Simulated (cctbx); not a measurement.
## Interatomic vectors of CaCo3

Space group P6_3/mmc (no. 194), a = 5.5910 Å, b = 5.5910 Å, c = 4.7520 Å, α = 90.00°, β = 90.00°, γ = 120.00°, content Co6 Ca2.

Simulated single-crystal data (cctbx): Mo Kα, λ = 0.71073 Å, to d = 0.84 Å, 50 % of the full sphere, strongest reflection 70000 counts, noise from counting, a 3 % proportional error and a noise floor of 2 counts (s.d.); no absorption.

Patterson synthesis, origin scaled to 1000:

```text
Patterson group P 6/m m m
      u       v       w   height  length (A)
  0.000   0.000   0.000   1000.0     0.00
  0.000   0.500   0.000    954.3     2.80
  0.333   0.667   0.500    459.6     4.01
  0.165   0.331   0.500    441.0     2.87
  0.211   0.606   0.116     10.0     3.03
  0.107   0.214   0.114      9.9     1.17
  0.111   0.400   0.119      8.9     2.08
  0.249   0.498   0.309      2.5     2.82
  0.000   0.251   0.314      2.2     2.05
  0.165   0.330   0.274     -3.1     2.06
  0.000   0.000   0.208     -3.8     0.99
  0.119   0.560   0.399     -3.9     3.43
  0.061   0.121   0.404     -4.0     2.01
  0.000   0.396   0.397     -4.2     2.91
```

**Question.** Which atom pairs make the peaks, and where is the heaviest atom?

A peak at u stands for all pairs with xi − xj = u, with weight Σ ZiZj against Σ Z² = 5174 at the origin. Peak heights follow these weights only roughly, since form factors, motion and series ripples differ, all vectors within 0.55 Å of a peak are counted as merged into it though the farther ones add only part of their weight, and F(000) is left out, which lowers the whole map:

| u | v | w | shortest length (Å) | height | 1000 ΣZiZj/ΣZ² | pairs in the cell |
| --- | --- | --- | --- | --- | --- | --- |
| 0.000 | 0.500 | 0.000 | 2.80 | 954 | 981 | 4 × Co–Co, 4 × Co–Ca |
| 0.333 | 0.667 | 0.500 | 4.01 | 460 | 500 | 3 × Co–Co, 1 × Ca–Ca |
| 0.165 | 0.331 | 0.500 | 2.87 | 441 | 491 | 2 × Co–Co, 2 × Co–Ca |

The table stops at ten peaks or at a height of 45, below which ripples compete. In the model behind the data Co, the heaviest element, has 1 independent site: (0.3297, 0.1648, 3/4), up to an allowed shift of origin; the Co–Co vectors are differences of these positions and their symmetry mates. The whole model:

| atom | mult. | x | y | z | Ueq (Å²) |
| --- | --- | --- | --- | --- | --- |
| Co1 | 6 | 0.3297 | 0.1648 | 3/4 | 0.0072 |
| Ca1 | 2 | 2/3 | 1/3 | 1/4 | 0.0098 |

The model was made for the exercise: a known structure type with other elements put in, its volume estimated, not relaxed; displacement parameters are assumed.

[Logs are printed without paths, hosts, clocks, repeated set-up lines and the standing remarks that a program may print on its own settings, such as how far it seeks lower states.]
